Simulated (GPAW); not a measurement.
# Core-hole calculation of the F K edge in KCrF3 (C2/m)

What does one-electron theory with a core hole give for the F K edge of KCrF3 (C2/m)?

Method: X-ray absorption from dipole matrix elements to empty bands, plane-wave PAW LDA+U, in GPAW 26.7.0.

### 1. Set-up

The structure is monoclinic, space group C2/m (No. 12). The conventional cell has a = 7.977 Å, b = 8.575 Å, c = 5.826 Å, α = 90.00°, β = 133.11°, γ = 90.00°. Cr has 6 F at 1.98 to 2.30 Å nearest. Cr has 6 F at 1.98 to 2.31 Å nearest. Nearest to K lie 12 F at 2.79 to 3.21 Å. Nearest to F lie 2 Cr at 2.00 to 2.02 Å and 4 K at 2.84 to 3.21 Å. F has 2 Cr at 1.98 to 2.31 Å and 4 K at 2.92 Å nearest. Nearest to F lie 2 Cr at 1.98 to 2.30 Å and 4 K at 2.79 to 3.09 Å. Farther neighbours and most contacts between anions are not listed.

As a file:

```cif
data_structure
_symmetry_space_group_name_H-M 'C2/m'
_symmetry_Int_Tables_number 12
_cell_length_a 7.9765
_cell_length_b 8.5755
_cell_length_c 5.8264
_cell_angle_alpha 90.000
_cell_angle_beta 133.111
_cell_angle_gamma 90.000
_cell_volume 290.95
loop_
_atom_site_label
_atom_site_type_symbol
_atom_site_symmetry_multiplicity
_atom_site_Wyckoff_symbol
_atom_site_fract_x
_atom_site_fract_y
_atom_site_fract_z
_atom_site_occupancy
Cr1 Cr 2 d 0.50000 0.00000 0.50000 1
Cr2 Cr 2 c 0.00000 0.00000 0.50000 1
K1 K 4 g 0.50000 0.75160 0.00000 1
F1 F 4 i 0.72000 0.00000 0.44200 1
F2 F 4 h 0.00000 0.73050 0.50000 1
F3 F 4 i 0.20200 0.00000 0.96300 1
```

### 2. The field without a hole

A plain self-consistent run shows whether there is a gap and which moments survive; both decide the set-up of the core-hole run.

scf.py reads:

```python
import numpy as np
from ase import Atoms
from ase.parallel import parprint, paropen
from gpaw import GPAW, PW, FermiDirac, Mixer, MixerDif, setup_paths
from gpaw.test import gen
setup_paths.insert(0, '.')
gen('F', name='nch1s', xcname='LDA', corehole=(1, 0, 0), write_xml=True)
from gpaw.mpi import world
world.barrier()

atoms = Atoms('Cr2K2F6',
    cell=[[3.98826406, -4.287735, 0],
     [3.98826406, 4.287735, 0],
     [-3.98186786, 0, 4.25345723]],
    scaled_positions=[[0.5, 0.5, 0.5],
     [0, 0, 0.5],
     [0.7484, 0.2516, 0],
     [0.2516, 0.7484, 0],
     [0.72, 0.72, 0.442],
     [0.28, 0.28, 0.558],
     [0.2695, 0.7305, 0.5],
     [0.7305, 0.2695, 0.5],
     [0.202, 0.202, 0.963],
     [0.798, 0.798, 0.037]],
    magmoms=[3.0, 3.0, 0.0, 0.0, 0.0, 0.0, 0.0, 0.0, 0.0, 0.0],
    pbc=True)
atoms.calc = calc = GPAW(legacy_gpaw=True, mode=PW(500, force_complex_dtype=True), xc='LDA', setups={'Cr': ':d,3', 4: 'nch1s'},
    kpts={'size': (3, 3, 3), 'gamma': True}, occupations=FermiDirac(0.05),
    charge=0, mixer=MixerDif(0.05, 8, 50), maxiter=150,
    convergence={'density': 0.0001, 'eigenstates': 1e-6}, txt='scf.txt')
energy = atoms.get_potential_energy() + calc.get_reference_energy()
ef = calc.get_fermi_level()
out = dict(energy=energy, fermi=ef, forces=atoms.get_forces().tolist(), magmoms=atoms.get_magnetic_moments().tolist())
parprint(f'all-electron energy {energy:.4f} eV, Fermi level {ef:.4f} eV')
ev = np.array([[calc.get_eigenvalues(k, s) for k in range(len(calc.get_ibz_k_points()))] for s in range(calc.get_number_of_spins())])
out['homo'], out['lumo'], out['counts'] = ev[ev < ef].max(), ev[ev > ef].min(), sorted(set((ev < ef).sum((0, 2)).tolist()))
out['filled'] = (ev[:, 0] < ef).sum(1).tolist()
import json
with paropen('out.json', 'w') as f:
    json.dump(out, f)
```

The run is started by

```bash
> OMP_NUM_THREADS=1 mpirun -n 4 gpaw python scf.py
```

Numbers of over 12 decimals in the logs are rounded to 6 here.

Log:

```text
Input parameters:
  convergence: {density: 0.0001,
                eigenstates: 1e-06}
  kpts: {gamma: True,
         size: (3, 3, 3)}
  maxiter: 150
  mixer: {backend: pulay,
          beta: 0.05,
          method: difference,
          nmaxold: 8,
          weight: 50}
  mode: {ecut: 500.0,
         force_complex_dtype: True,
         name: pw}
  occupations: {fixmagmom: False,
                name: fermi-dirac,
                width: 0.05}
  setups: {4: nch1s,
           Cr: :d,3}

Initialize ...

[... PAW data sets ...]

Reference energy: -105928.459444  # eV

Spin-polarized calculation.
Initial magnetic moment: 6.000000

[... convergence settings ...]
Symmetries present (total): 2
  [... symmetry matrices ...]

27 k-points: 3 x 3 x 3 Monkhorst-Pack grid
10 k-points in the irreducible part of the Brillouin zone
       k-points in crystal coordinates                weights
   0:     0.00000000    0.00000000    0.00000000          1/27
   1:     0.00000000    0.00000000    0.33333333          2/27
   2:     0.33333333   -0.33333333    0.00000000          2/27
   3:     0.33333333   -0.33333333    0.33333333          4/27
   4:     0.33333333    0.00000000   -0.33333333          4/27
   5:     0.33333333    0.00000000    0.00000000          4/27
   6:     0.33333333    0.00000000    0.33333333          4/27
   7:     0.33333333    0.33333333   -0.33333333          2/27
   8:     0.33333333    0.33333333    0.00000000          2/27
   9:     0.33333333    0.33333333    0.33333333          2/27

Wave functions: Plane wave expansion
  Cutoff energy: 500.000 eV
  Number of coefficients (min, max): 3667, 3710
  Pulay-stress correction: 0.000000 eV/Ang^3 (de/decut=0.000000)
  Using FFTW library
  Wavefunction extrapolation:
    Improved wavefunction reuse through dual PAW basis

Occupation numbers: Fermi-Dirac:
  width: 0.0500  # eV

Eigensolver
   Davidson(niter=2)

Densities:
  Coarse grid: 32*32*32 grid
  Fine grid: 64*64*64 grid
  Total Charge: 0.000000

Density mixing:
  Method: difference
  Backend: pulay
  Linear mixing parameter: 0.05
  old densities: 8
  Width of damping distribution: 1.1
  Damping of long wavelength oscillations: 50

[... Hamiltonian set-up ...]
Number of atoms: 10
Number of atomic orbitals: 52
Number of bands in calculation: 51
Number of valence electrons: 72
Bands to converge: occupied

... initialized

Initializing position-dependent things.

Density initialized from atomic densities
Creating initial wave functions:
  51 bands from LCAO basis set

        F
                    F
         Cr   F    Cr
                        F
                  F      K
                              F
                       K

Atomic positions and initial magnetic moments

Positions:
   0 Cr     1.997330    0.000000    2.126729    ( 0.0000,  0.0000,  3.0000)
   1 Cr    -1.990934    0.000000    2.126729    ( 0.0000,  0.0000,  3.0000)
   2 K      3.988264   -2.130147    0.000000    ( 0.0000,  0.0000,  0.0000)
   3 K      3.988264    2.130147    0.000000    ( 0.0000,  0.0000,  0.0000)
   4 F      3.983115    0.000000    1.880028    ( 0.0000,  0.0000,  0.0000)
   5 F      0.011546    0.000000    2.373429    ( 0.0000,  0.0000,  0.0000)
   6 F      1.997330    1.976646    2.126729    ( 0.0000,  0.0000,  0.0000)
   7 F      1.997330   -1.976646    2.126729    ( 0.0000,  0.0000,  0.0000)
   8 F     -2.223280    0.000000    4.096079    ( 0.0000,  0.0000,  0.0000)
   9 F      6.217940   -0.000000    0.157378    ( 0.0000,  0.0000,  0.0000)

Unit cell:
           periodic     x           y           z      points  spacing
  1. axis:    yes    3.988264   -4.287735    0.000000    32     0.1505
  2. axis:    yes    3.988264    4.287735    0.000000    32     0.1505
  3. axis:    yes   -3.981868    0.000000    4.253457    32     0.1329

  Lengths:   5.855845   5.855845   5.826420
  Angles:  117.739790 117.739790  94.144741

[...]
iter:   9   -61.124273   -2.88  -2.40    +7.9992
iter:  10   -61.120600c  -3.04  -2.51    +8.0002
iter:  11   -61.121643c  -3.54  -2.69    +8.0001
iter:  12   -61.125634c  -2.98  -2.89    +8.0000
iter:  13   -61.122737c  -3.80  -2.84    +8.0000
iter:  14   -61.122801c  -4.07  -3.13    +8.0000
iter:  15   -61.123967c  -4.16  -3.24    +8.0000
iter:  16   -61.123461c  -4.40  -3.03    +8.0000
[...]
iter:  22   -61.122520c  -5.26  -3.55    +8.0000
iter:  23   -61.122540c  -5.70  -3.66    +8.0000
iter:  24   -61.122448c  -5.45  -3.65    +8.0000
iter:  25   -61.122439c  -6.04c -3.89    +8.0000
iter:  26   -61.122434c  -6.27c -3.96    +8.0000
iter:  27   -61.122437c  -5.85  -4.01c   +8.0000
iter:  28   -61.122429c  -5.84  -4.01c   +8.0000
iter:  29   -61.122427c  -6.42c -4.17c   +8.0000

Converged after 29 iterations.

Dipole moment: (0.000000, 0.000000, 0.000000) |e|*Ang

Total magnetic moment: (0.000000, 0.000000, 8.000000)
Local magnetic moments:
   0 Cr ( 0.000000,  0.000000,  3.563251)
   1 Cr ( 0.000000,  0.000000,  3.567610)
   2 K  ( 0.000000,  0.000000,  0.000309)
   3 K  ( 0.000000,  0.000000,  0.000309)
   4 F  ( 0.000000,  0.000000,  0.010976)
   5 F  ( 0.000000,  0.000000,  0.010976)
   6 F  ( 0.000000,  0.000000,  0.023042)
   7 F  ( 0.000000,  0.000000,  0.023042)
   8 F  ( 0.000000,  0.000000,  0.022996)
   9 F  ( 0.000000,  0.000000,  0.022996)

Energy contributions relative to reference atoms: (reference = -105928.459444)

Kinetic:        +51.834935
Potential:      -53.521478
External:        +0.000000
XC:             -59.641887
Entropy (-ST):   -0.000000
Local:           +0.206004
SIC:             +0.000000
--------------------------
Free energy:    -61.122427
Extrapolated:   -61.122427

Spin contamination: 0.045862 electrons
Showing only first 2 kpts
                      Up                     Down
 Kpt  Band  Eigenvalues  Occupancy  Eigenvalues  Occupancy
  0    34      1.92573    1.00000      8.04723    0.00000
  0    35      2.67740    1.00000      8.09545    0.00000
  0    36      2.70527    1.00000      8.66484    0.00000
  0    37      2.74033    1.00000      8.72154    0.00000

  1    34      2.30461    1.00000      8.42379    0.00000
  1    35      2.52009    1.00000      8.56935    0.00000
  1    36      2.52799    1.00000      8.62276    0.00000
  1    37      2.69701    1.00000      8.84957    0.00000

Fermi level: 4.85970

Gap: 2.168 eV
Transition (v -> c):
  (s=0, k=7, n=39, [0.33, 0.33, -0.33]) -> (s=0, k=0, n=40, [0.00, 0.00, 0.00])
Direct/indirect transitions are different
Direct gap: 2.442 eV
Transition at: (s=0, k=3, n=39, [0.33, -0.33, 0.33])

Forces in eV/Ang:
  0 Cr   -0.00000    0.00000   -0.00000
  1 Cr    0.00000    0.00000   -0.00000
  2 K    -0.00000   -0.00433    0.00000
  3 K    -0.00000    0.00433    0.00000
  4 F     0.16771    0.00000   -0.07871
  5 F    -0.16771    0.00000    0.07871
  6 F     0.00000    0.09088    0.00000
  7 F     0.00000   -0.09088    0.00000
  8 F    -0.00503    0.00000   -0.09053
  9 F     0.00503    0.00000    0.09053
Scalar-relativistic atomic LDA calculation for F (Fluorine, Z=9)
Core hole in 1s state (1s occupation: 2.0)
300 radial gridpoints.
|------------------------------------------------|
|------------------------------------------------|
[... the atom generator's iteration count ...]

Energy contributions:
-------------------------
Kinetic:      +98.924702
XC:            -9.628727
Potential:   -188.480882
-------------------------
Total:        -99.184907

state      eigenvalue         ekin         rmax
-----------------------------------------------
1s^2.0 :   -24.213779    36.855229        0.115
2s^2.0 :    -1.089490     4.159703        0.767
2p^5.0 :    -0.415007     3.378968        0.703
-----------------------------------------------
(units: Bohr and Hartree)

Generating PAW setup
Kinetic energy of the core from tauc = 73.784289
Cutoffs:
rc(s)=1.200
rc(p)=1.200
rc(d)=1.200
rc(vbar)=1.080
rc(comp)=1.200
rc(nct)=1.200

Kinetic energy of the core states: 73.710458
Charge: 0.0
Core electrons: 2.0
Valence electrons: 7.0
Pseudo-core charge: 0.000387
Shape function alpha=6.944
Pseudo-electron charge 6.013308
state    eigenvalue         norm
--------------------------------
2s(2) :    -1.089490     1.062936
*s    :    -0.089490
2p(5) :    -0.415007     0.777410
*p    :     0.584993
*d    :     0.000000
--------------------------------

Diagonalizing with gridspacing h=0.050

state   all-electron     PAW
-------------------------------
2s:      -1.089490    -1.091166
2p:      -0.415007    -0.417133
*d:                    0.051257
*f:                    0.077758
-------------------------------
all-electron energy -105989.5819 eV, Fermi level 4.8597 eV
```

Elapsed: 29 s, on 4 MPI ranks of AMD EPYC 9R14 (Zen 4), shared host; peak memory 0.26 GiB; 1.8 min of CPU time.

The mesh shows a gap of 2.17 eV, so the hole is first treated in a charged cell, without the excited electron.

Site moments (μB): 3.56, 3.57, 0.00, 0.00, 0.01, 0.01, 0.02, 0.02, 0.02, 0.02.

### 3. Reference energy of the cell

The photon energy needs a difference of total energies, so the cell and mesh of the coming hole run are first run without a hole.

This run holds the same structure in another cell (a 5.856 → 5.826 Å, b 5.856 → 5.835 Å, c 5.826 → 5.856 Å, α 117.7 → 62.2°, γ 94.1 → 86.3°).

scf.py: that of step 2 with these lines changed.

```diff
@@ -11,15 +11,15 @@
 atoms = Atoms('Cr2K2F6',
-    cell=[[3.98826406, -4.287735, 0],
-     [3.98826406, 4.287735, 0],
-     [-3.98186786, 0, 4.25345723]],
-    scaled_positions=[[0.5, 0.5, 0.5],
-     [0, 0, 0.5],
-     [0.7484, 0.2516, 0],
-     [0.2516, 0.7484, 0],
-     [0.72, 0.72, 0.442],
-     [0.28, 0.28, 0.558],
-     [0.2695, 0.7305, 0.5],
-     [0.7305, 0.2695, 0.5],
-     [0.202, 0.202, 0.963],
-     [0.798, 0.798, 0.037]],
+    cell=[[3.98186786, 0, -4.25345723],
+     [-3.99466025, 0, -4.25345723],
+     [-3.98826406, 4.287735, 0]],
+    scaled_positions=[[0, 0.5, 0],
+     [0.5, 0, 0],
+     [0.2516, 0.7484, 0.5032],
+     [0.7484, 0.2516, 0.4968],
+     [0.278, 0.28, 0],
+     [0.722, 0.72, 0],
+     [0.2305, 0.2695, 0.461],
+     [0.7695, 0.7305, 0.539],
+     [0.239, 0.798, 0],
+     [0.761, 0.202, 0]],
     magmoms=[3.0, 3.0, 0.0, 0.0, 0.0, 0.0, 0.0, 0.0, 0.0, 0.0],
@@ -27,3 +27,3 @@
 atoms.calc = calc = GPAW(legacy_gpaw=True, mode=PW(500, force_complex_dtype=True), xc='LDA', setups={'Cr': ':d,3', 4: 'nch1s'},
-    kpts={'size': (3, 3, 3), 'gamma': True}, occupations=FermiDirac(0.05),
+    kpts={'size': (3, 3, 3), 'gamma': True}, occupations=FermiDirac(0.02),
     charge=0, mixer=MixerDif(0.05, 8, 50), maxiter=150,
```

Log:

```text
Input parameters:
  convergence: {density: 0.0001,
                eigenstates: 1e-06}
  kpts: {gamma: True,
         size: (3, 3, 3)}
  maxiter: 150
  mixer: {backend: pulay,
          beta: 0.05,
          method: difference,
          nmaxold: 8,
          weight: 50}
  mode: {ecut: 500.0,
         force_complex_dtype: True,
         name: pw}
  occupations: {fixmagmom: False,
                name: fermi-dirac,
[...]
2s(2) :    -1.089490     1.062936
*s    :    -0.089490
2p(5) :    -0.415007     0.777410
*p    :     0.584993
*d    :     0.000000
--------------------------------

Diagonalizing with gridspacing h=0.050

state   all-electron     PAW
-------------------------------
2s:      -1.089490    -1.091166
2p:      -0.415007    -0.417133
*d:                    0.051257
*f:                    0.077758
-------------------------------
all-electron energy -105989.5819 eV, Fermi level 4.8203 eV
[key lines of the parts left out:]
Converged after 24 iterations.
Dipole moment: (-0.000000, 0.000000, 0.000000) |e|*Ang
Free energy:    -61.122411
Fermi level: 4.82027
```

Elapsed: 30 s, on 4 MPI ranks; peak memory 0.36 GiB.

Reference energy: -105989.582 eV with the cores included.

(Continued in part 2 of 3.)

[Banner, clock and machine lines of the logs are left out without a mark of their own.]

[Logs are printed without paths, hosts, clocks, repeated set-up lines and the standing remarks that a program may print on its own settings, such as how far it seeks lower states.]

[Hosts, paths, dates, database ids (printed as entryN), source tags and the programs' standing remarks are cut or masked in the printed files.]

[Lists of maxima count a maximum above −3 eV only where it reaches 4 % of the highest in the window and stands out from its surroundings by 2 % of it (1.5 % where it reaches 55 %); shoulders and weaker maxima are passed over, and of the rest the first, up to two pre-edge ones and the few strongest are named.]
